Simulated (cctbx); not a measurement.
**Diagnosing a refinement**

Cell a = 10.2410 Å, b = 10.2410 Å, c = 5.1880 Å, α = 90.00°, β = 90.00°, γ = 90.00°; space group P4/mmm (no. 123). The compound is Mg14GaCoS16.

The data are simulated with cctbx, not measured: Mo Kα, λ = 0.71073 Å, to d = 0.7 Å, 70 % of the full sphere, strongest reflection 40000 counts, noise from counting, a 3 % proportional error and a noise floor of 2 counts (s.d.); no absorption.

An anisotropic refinement with weights 1/σ² prints:

```text
Rint 0.039, 540 unique reflections to 0.70 A
cycle     R1     wR2    GooF  max shift (A)
   1  0.2899  0.5601  14.188   0.04949
   2  0.2483  0.4604  11.664   0.00000
final R1 0.2483 wR2 0.4604 GooF 11.664  parameters 35  data/parameter 15.4
atom        x        y        z      Ueq    occ   su(xyz)  su(Uiso or U11)
Ga1    0.00000  0.00000  0.00000  -0.0034  1.000  0.00000  0.0018  NPD
Co1    0.50000  0.50000  0.00000   0.0087  1.000  0.00000  0.0031
S1     0.77043  0.50000  0.00000   0.0221  1.000  0.00114  0.0034
S2     0.75177  0.00000  0.00000   0.0109  1.000  0.00087  0.0043
S3     0.50000  0.50000  0.50000  -0.0004  1.000  0.00000  0.0035  NPD
S4     0.00000  0.50000  0.50000   0.0000  1.000  0.00000  0.0034  NPD
S5     0.00000  0.00000  0.50000   0.0020  1.000  0.00000  0.0039
S6     0.74733  0.74733  0.50000   0.0096  1.000  0.00077  0.0025
Mg1    0.75538  0.75538  0.00000   0.0088  1.000  0.00103  0.0036
Mg2    0.50000  0.75543  0.50000   0.0002  1.000  0.00109  0.0045  NPD
Mg3    0.00000  0.75294  0.50000   0.0140  1.000  0.00121  0.0080
difference map: max 51.07 min -3.56 rms 1.88
Q1    0.0000  0.5000  0.0000    2   51.07  2.35 A from S1
Q2    0.0000  0.0000  0.0000    1   31.52  0.00 A from Ga1
Q3    0.5000  0.5000  0.0000    1   28.96  0.00 A from Co1
Q4    0.5000  0.5000  0.5000    1   20.93  0.00 A from S3
Q5    0.0000  0.0000  0.5000    1   20.54  0.00 A from S5
Q6    0.0000  0.5000  0.5000    2   20.16  0.00 A from S4
```

Q: Accept it or mend it, and why?

Mend it. The fault: an atom left out, Mg at (0, 1/2, 0). Against the right model at the same level, R1 goes from 0.0167 to 0.2483 and GooF from 1.10 to 11.66, U of S4 shrinks from 0.0131 to 0.0000 Å², U of S3 shrinks from 0.0125 to -0.0004 Å², U of Ga1 shrinks from 0.0045 to -0.0034 Å², U of S5 shrinks from 0.0149 to 0.0020 Å², the top difference peak, 51.1 e/Å³, lies 2.35 Å from S1 and Ga1, S3, S4 and Mg2 go non-positive-definite. Q1 is the missing atom. With scattering power missing, scale and phases suffer, so peaks may also grow on the heavy atoms.

The compound is Mg14GaCoS16. The right model at the same level gives:

```text
Rint 0.039, 540 unique reflections to 0.70 A
cycle     R1     wR2    GooF  max shift (A)
   1  0.0546  0.1490   3.786   0.00434
   2  0.0167  0.0434   1.103   0.00021
final R1 0.0167 wR2 0.0434 GooF 1.103  parameters 38  data/parameter 14.2
atom        x        y        z      Ueq    occ   su(xyz)  su(Uiso or U11)
Ga1    0.00000  0.00000  0.00000   0.0045  1.000  0.00000  0.0001
Co1    0.50000  0.50000  0.00000   0.0129  1.000  0.00000  0.0002
S1     0.76525  0.50000  0.00000   0.0276  1.000  0.00007  0.0003
S2     0.75166  0.00000  0.00000   0.0169  1.000  0.00006  0.0003
S3     0.50000  0.50000  0.50000   0.0125  1.000  0.00000  0.0003
S4     0.00000  0.50000  0.50000   0.0131  1.000  0.00000  0.0003
S5     0.00000  0.00000  0.50000   0.0149  1.000  0.00000  0.0003
S6     0.74800  0.74800  0.50000   0.0153  1.000  0.00004  0.0002
Mg1    0.75504  0.75504  0.00000   0.0213  1.000  0.00007  0.0003
Mg2    0.50000  0.75489  0.50000   0.0103  1.000  0.00007  0.0003
Mg3    0.00000  0.75259  0.50000   0.0224  1.000  0.00009  0.0005
Mg4    0.00000  0.50000  0.00000   0.0146  1.000  0.00000  0.0006
difference map: max 0.36 min -0.41 rms 0.08
Q1    0.4032  0.5000  0.5000    4    0.36  0.99 A from S3
Q2    0.0881  0.5000  0.0000    4    0.35  0.90 A from Mg4
Q3    0.2973  0.2973  0.0000    4    0.34  0.76 A from Mg1
Q4    0.0000  0.0000  0.5000    1    0.33  0.00 A from S5
Q5    0.5000  0.5000  0.0000    1    0.33  0.00 A from Co1
Q6    0.0000  0.3242  0.5000    4    0.30  0.79 A from Mg3
```

Isotropic U is held between 0.0001 and 1 Å² by the program, and listed peak heights are interpolated, so they can pass the grid's maximum.

This is a model crystal, built by substitution and not relaxed, with assumed displacement parameters.

[Middle refinement cycles are left out of these outputs.]

[Logs are printed without paths, hosts, clocks, repeated set-up lines and the standing remarks that a program may print on its own settings, such as how far it seeks lower states.]
